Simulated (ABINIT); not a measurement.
Planning a run of ABINIT 10.8.3 on CaZnC2O6 (R-3). The input:

```
acell 3*1.0 Angstrom
rprim 
  2.433014964130 1.404701844483 5.444039263300
  -2.433014964130 1.404701844483 5.444039263300
  0.000000000000 -2.809403688966 5.444039263300
ntypat 4
znucl 20 30 6 8
natom 10
typat 1 2 3 3 4 4 4 4 4 4
xred 
  0.000000000000 0.000000000000 0.000000000000
  0.500000000000 0.500000000000 0.500000000000
  0.242541000000 0.242541000000 0.242541000000
  0.757459000000 0.757459000000 0.757459000000
  0.494747000000 0.964090000000 0.273567000000
  0.964090000000 0.273567000000 0.494747000000
  0.273567000000 0.494747000000 0.964090000000
  0.505253000000 0.035910000000 0.726433000000
  0.035910000000 0.726433000000 0.505253000000
  0.726433000000 0.505253000000 0.035910000000
pp_dirpath "pseudos"
pseudos "Ca.upf, Zn.upf, C.upf, O.upf"
ecut 37
ngkpt 2 2 2
nshiftk 1
shiftk 0 0 0
kptopt 1
chksymbreak 0
iscf -2
irdden 1
istwfk *1
nband 80
nbdbuf 6
tolwfr 1e-09
nstep 60
prtvol 0
indata_prefix "in"
outdata_prefix "out"
tmpdata_prefix "tmp"
```

```sh
OMP_NUM_THREADS=1 mpirun -n 4 abinit run.abi > log
```

**Question.** How long will it take on 4 MPI ranks of Arm Neoverse V1, shared host, and how much memory?

It took 23 s; on shared hardware allow 12 s to 46 s. Peak host memory was 0.42 GiB.

[Paths, hosts, dates, memory and timing lines, banners, echoed tables and standing remarks are left out of the program output.]

[Logs are printed without paths, hosts, clocks, repeated set-up lines and the standing remarks that a program may print on its own settings, such as how far it seeks lower states.]

[Runs of the session that timed out or met a known fault of the program may be left out.]

[Hosts, paths, dates, database ids (printed as entryN), source tags and the programs' standing remarks are cut or masked in the printed files.]

[G0W0 gaps are taken among the corrected bands and points alone; a level outside them can change the order at an edge.]

[Where Ansatz stands beside ABINIT at settings called matched, ABINIT's density can come from a denser mesh and the files from another edition; pairs whose starting gaps differed by over 0.03 eV were left out, so agreement reads better than it is.]
